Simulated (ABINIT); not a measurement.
# Completion of the band sum in GW: LiH (Fm-3m)

Wanted: gap and time of LiH (Fm-3m) with truncated and completed band sums.

Program: ABINIT 10.8.3. Level of theory: PBE and many-body steps on it, plane waves. Results are calculated unless marked as measured.

The database entry behind the starting cell differs from later determinations by our own check (the deuteride, about 0.2 % short), so it need not match the best structure at ambient conditions.

### Step 1. The starting structure

It takes space group Fm-3m (No. 225, cubic). Conventional cell: a = 4.074 Å, b = 4.074 Å, c = 4.074 Å, α = 90.00°, β = 90.00°, γ = 90.00°. Nearest to Li lie 6 H at 2.04 Å. H has 6 Li at 2.04 Å nearest. Farther neighbours are not listed.

The cell and positions come from the Crystallography Open Database and are kept as given unless a step says otherwise.

### Step 2. Empty states on the mesh, 8×8×8 mesh, 152 bands

This step: ABINIT 10.8.3; DFT, PBE, plane waves, norm-conserving pseudopotentials.

The sums over transitions need many empty states on a uniform mesh; this step solves for them.

File run.abi:

```
acell 3*1.0 Angstrom
rprim 
  -0.000000000000 2.036750000000 2.036750000000
  2.036750000000 -0.000000000000 2.036750000000
  2.036750000000 2.036750000000 -0.000000000000
ntypat 2
znucl 3 1
natom 2
typat 1 2
xred 
  0.000000000000 0.000000000000 0.000000000000
  0.500000000000 0.500000000000 0.500000000000
pp_dirpath "pseudos"
pseudos "Li.upf, H.upf"
ecut 33
ngkpt 8 8 8
nshiftk 1
shiftk 0 0 0
kptopt 1
chksymbreak 0
irdden 1
istwfk *1
nband 152
prtvol 0
optdriver 6
gwr_task "HDIAGO"
paral_kgb 0
occopt 1
indata_prefix "in"
outdata_prefix "out"
tmpdata_prefix "tmp"
```

The run is started by

```sh
$ OMP_NUM_THREADS=1 mpirun -n 4 abinit run.abi > log
```

What it wrote:

```text
.Version 10.8.3 of ABINIT. v10.8.2 released Aug 2026.

 Symmetries : space group Fm -3 m (#225); Bravais cF (face-center cubic)
[... echo of the input left out ...]
== DATASET  1 ==================================================================
-   mpi_nproc: 4, omp_nthreads: 1 (-1 if OMP is not activated)

--- !DatasetInfo
iteration_state: {dtset: 1, }
dimensions: {natom: 2, nkpt: 29, mband: 152, nsppol: 1, nspinor: 1, nspden: 1, mpw: 1056, }
cutoff_energies: {ecut:  33.0, pawecutdg:  -1.0, }
[...]
Direct band gap semiconductor
 Fundamental gap:     3.022 (eV)
   VBM:    -0.348 (eV) at k: [ 5.0000E-01,  5.0000E-01,  0.0000E+00]
   CBM:     2.674 (eV) at k: [ 5.0000E-01,  5.0000E-01,  0.0000E+00]
 Direct gap:         3.022 (eV) at k: [ 5.0000E-01,  5.0000E-01,  0.0000E+00]

== END DATASET(S) ==============================================================
================================================================================

 -outvars: echo values of variables after computation  --------
           etotal      0.0000000000E+00
            nband         152
             nkpt          29
          spgroup         225
 [... the other variables as echoed above ...]

 Calculation completed.
```

Run time: 9.9 s. Hardware: 4 MPI ranks of Intel Xeon 6975P-C (Granite Rapids), shared host; peak memory 0.46 GiB.

This step gave:

| Quantity | Value |
| --- | --- |
| gap | 3.022 eV |
| k of the valence top | 0.5, 0.5, 0 |
| k of the conduction bottom | 0.5, 0.5, 0 |
| least direct gap | 3.022 eV |
| k points computed | 29 |
| lowest point of the top converged band, above the valence top | 220.9700 eV |

On this mesh the gap is 3.022 eV.

The density comes from a self-consistent run that is not shown.

### Step 3. Screening, 8×8×8 mesh, 144 bands, screening to 304.8 eV

The RPA dielectric matrix is built and inverted for each q.

This step: RPA screening on PBE, plane waves, norm-conserving pseudopotentials.

run.abi, as its differences from that of step 2:

```diff
@@ -20,10 +20,11 @@
 chksymbreak 0
-irdden 1
 istwfk *1
-nband 152
-prtvol 0
-optdriver 6
-gwr_task "HDIAGO"
-paral_kgb 0
 occopt 1
+irdwfk 1
+optdriver 3
+nband 144
+ecuteps 11.2
+inclvkb 2
+awtr 1
+symchi 1
 indata_prefix "in"
```

What it wrote:

```text
.Version 10.8.3 of ABINIT. v10.8.2 released Aug 2026.

 Symmetries : space group Fm -3 m (#225); Bravais cF (face-center cubic)
[... echo of the input left out ...]
== DATASET  1 ==================================================================
-   mpi_nproc: 4, omp_nthreads: 1 (-1 if OMP is not activated)

--- !DatasetInfo
iteration_state: {dtset: 1, }
dimensions: {natom: 2, nkpt: 29, mband: 144, nsppol: 1, nspinor: 1, nspden: 1, mpw: 1056, }
cutoff_energies: {ecut:  33.0, pawecutdg:  -1.0, }
electrons: {nelect:   4.00000000E+00, charge:   0.00000000E+00, occopt:   1.00000000E+00, tsmear:   1.00000000E-02, }

 SCREENING: Calculation of the susceptibility and dielectric matrices

 Based on a program developped by R.W. Godby, V. Olevano, G. Onida, and L. Reining.
 Incorporated in ABINIT by V. Olevano, G.-M. Rignanese, and M. Torrent.
.Using double precision arithmetic ; gwpc =  8

[... cell and pseudopotentials left out ...]
--------------------------------------------------------------------------------

 ==== K-mesh for the wavefunctions ====
 Number of points in the irreducible wedge :    29
[... list of points left out ...]
 Together with 48 symmetry operations and time-reversal symmetry
 yields   512 points in the full Brillouin Zone.

 ==== Q-mesh for the screening function ====
 Number of points in the irreducible wedge :    29
[... list of points left out ...]
 Together with 48 symmetry operations and time-reversal symmetry
 yields   512 points in the full Brillouin Zone.

 setmesh: FFT mesh size selected  =    24x   24x   24
          total number of points  =        13824

 vcoul_init : cutoff-mode = AUXILIARY_FUNCTION
 q-points for optical limit:   1
     1)      0.000010    0.000020    0.000030

- screening: taking advantage of time-reversal symmetry
- Maximum band index for partially occupied states nbvw = 2
- Remaining bands to be divided among processors   nbcw = 142
- Number of bands treated by each node ~35

 Number of electrons calculated from density =    4.0000; Expected =    4.0000
 average of density, n =  0.035077
 r_s =    1.8951
 omega_plasma =   18.0662 [eV]

 calculating chi0 at frequencies [eV] :
  1    0.000000E+00    0.000000E+00
  2    0.000000E+00    1.806615E+01

--------------------------------------------------------------------------------
  q-point number  1        q = ( 0.000000, 0.000000, 0.000000) [r.l.u.]
--------------------------------------------------------------------------------
[... chi0 elements left out ...]
 For q-point:  0.000010 0.000020 0.000030
  dielectric constant =   4.0091
  dielectric constant without local fields =   4.4047

  Average fulfillment of the sum rule on Im[epsilon] for q-point    1 :     97.80  [%]
[... wings left out ...]
  q-point number  2        q = ( 0.125000, 0.000000, 0.000000) [r.l.u.]
--------------------------------------------------------------------------------
[... chi0 elements left out ...]
  Average fulfillment of the sum rule on Im[epsilon] for q-point    2 :    102.60  [%]

 [... 27 further q-points ...]
```

It took 2.5 min on 4 MPI ranks; peak memory 1.5 GiB.

Numbers from this step:

| Item | Value |
| --- | --- |
| ε∞ with local fields, on this mesh, along the program's q direction | 4.009 |
| the same without local fields | 4.405 |
| plasma frequency | 18.07 eV |
| plane waves in the screening matrix | 181 |

Local fields lower ε∞ by 9 %.

### Step 4. 144 bands

The self-energy is evaluated for the states that the input lists, and the levels follow from it, in one-shot runs by the linearised quasiparticle equation.

This step: G0W0 on PBE, plane waves, norm-conserving pseudopotentials.

run.abi, as its differences from that of step 3:

```diff
@@ -23,8 +23,17 @@
 irdwfk 1
-optdriver 3
+optdriver 4
 nband 144
+gwcalctyp 0
+ecutsigx 33
+symsigma 1
+nkptgw 2
+kptgw 
+  0.5000000000 0.5000000000 0.0000000000
+  0.0000000000 0.0000000000 0.0000000000
+bdgw 
+  1 5
+  1 6
 ecuteps 11.2
-inclvkb 2
-awtr 1
-symchi 1
+irdscr 1
+ppmodel 1
 indata_prefix "in"
```

What it wrote:

```text
.Version 10.8.3 of ABINIT. v10.8.2 released Aug 2026.

 Symmetries : space group Fm -3 m (#225); Bravais cF (face-center cubic)
[... echo of the input left out ...]
== DATASET  1 ==================================================================
-   mpi_nproc: 4, omp_nthreads: 1 (-1 if OMP is not activated)

--- !DatasetInfo
iteration_state: {dtset: 1, }
dimensions: {natom: 2, nkpt: 29, mband: 144, nsppol: 1, nspinor: 1, nspden: 1, mpw: 1056, }
cutoff_energies: {ecut:  33.0, pawecutdg:  -1.0, }
electrons: {nelect:   4.00000000E+00, charge:   0.00000000E+00, occopt:   1.00000000E+00, tsmear:   1.00000000E-02, }

 SIGMA: Calculation of the GW corrections

 Based on a program developped by R.W. Godby, V. Olevano, G. Onida, and L. Reining.
 Incorporated in ABINIT by V. Olevano, G.-M. Rignanese, and M. Torrent.
.Using double precision arithmetic ; gwpc =  8

[... cell and pseudopotentials left out ...]
--------------------------------------------------------------------------------

 ==== K-mesh for the wavefunctions ====
 Number of points in the irreducible wedge :    29
[... list of points left out ...]
 Together with 48 symmetry operations and time-reversal symmetry
 yields   512 points in the full Brillouin Zone.

 ==== Q-mesh for screening function ====
 Number of points in the irreducible wedge :    29
[... list of points left out ...]
 Together with 48 symmetry operations and time-reversal symmetry
 yields   512 points in the full Brillouin Zone.

 vcoul_init : cutoff-mode = AUXILIARY_FUNCTION
 q-points for optical limit:   1
     1)      0.000010    0.000020    0.000030
 setmesh: FFT mesh size selected  =    30x   30x   30
          total number of points  =        27000

 Number of electrons calculated from density =    4.0000; Expected =    4.0000
 average of density, n =  0.035077
 r_s =    1.8951
 omega_plasma =   18.0662 [eV]

 === KS Band Gaps ===
  >>>> For spin  1
   Minimum direct gap =   3.0221 [eV], located at k-point      :   0.5000  0.5000  0.0000
   Fundamental gap    =   3.0221 [eV], Top of valence bands at :   0.5000  0.5000  0.0000
                                       Bottom of conduction at :   0.5000  0.5000  0.0000
 SIGMA fundamental parameters:
 PLASMON POLE MODEL  1
 number of plane-waves for SigmaX                 1037
 number of plane-waves for SigmaC and W            181
 number of plane-waves for wavefunctions          1037
 number of bands                                   144
 number of independent spin polarizations            1
 number of spinorial components                      1
 number of k-points in IBZ                          29
 number of q-points in IBZ                          29
 number of symmetry operations                      48
 number of k-points in BZ                          512
 number of q-points in BZ                          512
 number of frequencies for dSigma/dE                 9
 frequency step for dSigma/dE [eV]                0.25
 number of omega for Sigma on real axis              0
 max omega for Sigma on real axis  [eV]           0.00
 zcut for avoiding poles [eV]                     0.10

 EPSILON^-1 parameters (SCR file):
 dimension of the eps^-1 matrix on file            181
 dimension of the eps^-1 matrix used               181
 number of plane-waves for wavefunctions          1037
 number of bands                                   144
 number of q-points in IBZ                          29
 number of frequencies                               2
 number of real frequencies                          1
 number of imag frequencies                          1

 matrix elements of self-energy operator (all in [eV])

 Perturbative Calculation

--- !SelfEnergy_ee
iteration_state: {dtset: 1, }
kpoint     : [   0.500,    0.500,    0.000, ]
spin       : 1
KS_gap     :    3.022
QP_gap     :    4.974
Delta_QP_KS:    1.952
data: !SigmaeeData |
     Band     E0 <VxcDFT>   SigX SigC(E0)      Z dSigC/dE  Sig(E)    E-E0       E
        1 -44.599 -25.708 -39.786   5.433   0.766  -0.306 -32.326  -6.618 -51.217
        2  -0.348 -11.306 -14.553   1.375   0.772  -0.296 -12.751  -1.445  -1.793
        3   2.674  -7.648  -3.711  -3.312   0.812  -0.232  -7.141   0.507   3.181
        4  10.239  -8.235  -2.670  -4.538   0.779  -0.283  -7.435   0.800  11.040
        5  10.239  -8.235  -2.670  -4.538   0.779  -0.283  -7.435   0.800  11.040

--- !SelfEnergy_ee
iteration_state: {dtset: 1, }
kpoint     : [   0.000,    0.000,    0.000, ]
spin       : 1
KS_gap     :   20.729
QP_gap     :   22.883
Delta_QP_KS:    2.154
data: !SigmaeeData |
     Band     E0 <VxcDFT>   SigX SigC(E0)      Z dSigC/dE  Sig(E)    E-E0       E
        1 -44.649 -25.626 -39.725   5.428   0.772  -0.295 -32.321  -6.695 -51.344
        2  -5.602  -9.916 -15.631   3.354   0.714  -0.400 -11.602  -1.686  -7.287
        3  15.128 -11.718  -4.656  -6.350   0.657  -0.522 -11.250   0.468  15.596
        4  17.057  -8.964  -2.438  -5.437   0.715  -0.398  -8.185   0.779  17.835
        5  17.057  -8.964  -2.438  -5.437   0.715  -0.398  -8.185   0.779  17.835
        6  17.057  -8.964  -2.438  -5.437   0.715  -0.398  -8.185   0.779  17.835

== END DATASET(S) ==============================================================
================================================================================

 -outvars: echo values of variables after computation  --------
           etotal      0.0000000000E+00
            nband         144
             nkpt          29
          spgroup         225
 [... the other variables as echoed above ...]

 Calculation completed.
```

Elapsed: 28 s, on 4 MPI ranks; peak memory 1.6 GiB.

Numbers from this step:

```yaml
g0w0_gap_on_the_points_computed: 4.974 eV
starting_gap_on_the_mesh: 3.022 eV
k_of_the_valence_top: 0.5, 0.5, 0
k_of_the_conduction_bottom: 0.5, 0.5, 0
z_at_the_valence_top: 0.772
z_at_the_conduction_bottom: 0.812
least_direct_g0w0_gap_on_the_computed_points: 4.974 eV
```

The gap on the mesh goes from 3.02 eV to 4.97 eV, a correction of +1.95 eV.

### Step 5. Screening, 8×8×8 mesh, 14 bands, screening to 304.8 eV

This step: RPA screening on PBE, plane waves, norm-conserving pseudopotentials.

run.abi, as its differences from that of step 4:

```diff
@@ -23,17 +23,8 @@
 irdwfk 1
-optdriver 4
-nband 144
-gwcalctyp 0
-ecutsigx 33
-symsigma 1
-nkptgw 2
-kptgw 
-  0.5000000000 0.5000000000 0.0000000000
-  0.0000000000 0.0000000000 0.0000000000
-bdgw 
-  1 5
-  1 6
+optdriver 3
+nband 14
 ecuteps 11.2
-irdscr 1
-ppmodel 1
+inclvkb 2
+awtr 1
+symchi 1
 indata_prefix "in"
```

What it wrote:

```text
.Version 10.8.3 of ABINIT. v10.8.2 released Aug 2026.

 Symmetries : space group Fm -3 m (#225); Bravais cF (face-center cubic)
[... echo of the input left out ...]
== DATASET  1 ==================================================================
-   mpi_nproc: 4, omp_nthreads: 1 (-1 if OMP is not activated)

--- !DatasetInfo
iteration_state: {dtset: 1, }
dimensions: {natom: 2, nkpt: 29, mband: 14, nsppol: 1, nspinor: 1, nspden: 1, mpw: 1056, }
cutoff_energies: {ecut:  33.0, pawecutdg:  -1.0, }
electrons: {nelect:   4.00000000E+00, charge:   0.00000000E+00, occopt:   1.00000000E+00, tsmear:   1.00000000E-02, }

 SCREENING: Calculation of the susceptibility and dielectric matrices

 Based on a program developped by R.W. Godby, V. Olevano, G. Onida, and L. Reining.
 Incorporated in ABINIT by V. Olevano, G.-M. Rignanese, and M. Torrent.
.Using double precision arithmetic ; gwpc =  8

[... cell and pseudopotentials left out ...]
--------------------------------------------------------------------------------

 ==== K-mesh for the wavefunctions ====
 Number of points in the irreducible wedge :    29
[... list of points left out ...]
 Together with 48 symmetry operations and time-reversal symmetry
 yields   512 points in the full Brillouin Zone.

 ==== Q-mesh for the screening function ====
 Number of points in the irreducible wedge :    29
[... list of points left out ...]
 Together with 48 symmetry operations and time-reversal symmetry
 yields   512 points in the full Brillouin Zone.

 setmesh: FFT mesh size selected  =    24x   24x   24
          total number of points  =        13824

 vcoul_init : cutoff-mode = AUXILIARY_FUNCTION
 q-points for optical limit:   1
     1)      0.000010    0.000020    0.000030

- screening: taking advantage of time-reversal symmetry
- Maximum band index for partially occupied states nbvw = 2
- Remaining bands to be divided among processors   nbcw = 12
- Number of bands treated by each node ~3

 Number of electrons calculated from density =    4.0000; Expected =    4.0000
 average of density, n =  0.035077
 r_s =    1.8951
 omega_plasma =   18.0662 [eV]

 calculating chi0 at frequencies [eV] :
  1    0.000000E+00    0.000000E+00
  2    0.000000E+00    1.806615E+01

--------------------------------------------------------------------------------
  q-point number  1        q = ( 0.000000, 0.000000, 0.000000) [r.l.u.]
--------------------------------------------------------------------------------
[... chi0 elements left out ...]
 For q-point:  0.000010 0.000020 0.000030
  dielectric constant =   3.9961
  dielectric constant without local fields =   4.3974

  Average fulfillment of the sum rule on Im[epsilon] for q-point    1 :     41.90  [%]
[... wings left out ...]
  q-point number  2        q = ( 0.125000, 0.000000, 0.000000) [r.l.u.]
--------------------------------------------------------------------------------
[... chi0 elements left out ...]
  Average fulfillment of the sum rule on Im[epsilon] for q-point    2 :     72.98  [%]

 [... 27 further q-points ...]
```

Wall time 17 s (4 MPI ranks); peak memory 0.55 GiB; 62 s of CPU time.

Numbers from this step:

```
ε∞ with local fields, on this mesh, along the program's q direction : 3.996
the same without local fields                                       : 4.397
plasma frequency                                                    : 18.07 eV
plane waves in the screening matrix                                 : 181
```

[end of part 1 of 2]

[Paths, hosts, dates, memory and timing lines, banners, echoed tables and standing remarks are left out of the program output.]

[Logs are printed without paths, hosts, clocks, repeated set-up lines and the standing remarks that a program may print on its own settings, such as how far it seeks lower states.]

[Runs of the session that timed out or met a known fault of the program may be left out.]

[No measured gap is set beside runs whose start may be inverted or whose files or cutoffs have a known fault.]

[Hosts, paths, dates, database ids (printed as entryN), source tags and the programs' standing remarks are cut or masked in the printed files.]

[G0W0 gaps are taken among the corrected bands and points alone; a level outside them can change the order at an edge.]

[Where Ansatz stands beside ABINIT at settings called matched, ABINIT's density can come from a denser mesh and the files from another edition; pairs whose starting gaps differed by over 0.03 eV were left out, so agreement reads better than it is.]
